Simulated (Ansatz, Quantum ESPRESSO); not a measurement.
# Pt(100), 5 layers against a metal electrode: the electrode's level over the Fermi level at a withheld member of a series

How the rows were computed: Quantum ESPRESSO 7.5, PBE, GBRV ultrasoft. The slab is relaxed neutral, then held. ESM with bc3: vacuum below and a metal electrode about 6 Å above the top atoms. Cold smearing of 0.02 Ry. Charges are set per cell from the starting area. The slabs take the lattice constants of the bulk relaxed by the same program. The series steps the charge of the slab (positive: electrons removed).

```
charge of the slab  electrode's level over the Fermi level (eV)
     1 ×10¹³ e/cm²                                        6.500
     2 ×10¹³ e/cm²                                        7.324
     3 ×10¹³ e/cm²                                        8.152
   4.5 ×10¹³ e/cm²                                        9.398
     6 ×10¹³ e/cm²                                       10.655
     7 ×10¹³ e/cm²                                       11.496
```

**Question.** What is the electrode's level over the Fermi level at 8 ×10¹³ e/cm²?

**Worked estimate.** The rows at 6 ×10¹³ e/cm² and 7 ×10¹³ e/cm² give a slope of (11.496 − (10.655))/(7 − (6)) = 0.841, so a straight line gives 12.337 eV. A parabola through these and the row at 4.5 ×10¹³ e/cm² gives 12.339 eV.

**Check.** 12.339 eV. The line misses by −0.002 and the parabola by 0.000 eV. Both misses are under 5 % of the step from the nearer row.

Caveats: Vacuum fills the gap; ions don't answer the charge; added electrons can spill towards the electrode at the most negative charges. Charges count on the starting cell, which the relaxation changed by some per cent. Members without a usable value, or on the other side of zero field or charge, are not listed.

[Logs are printed without paths, hosts, clocks, repeated set-up lines and the standing remarks that a program may print on its own settings, such as how far it seeks lower states.]
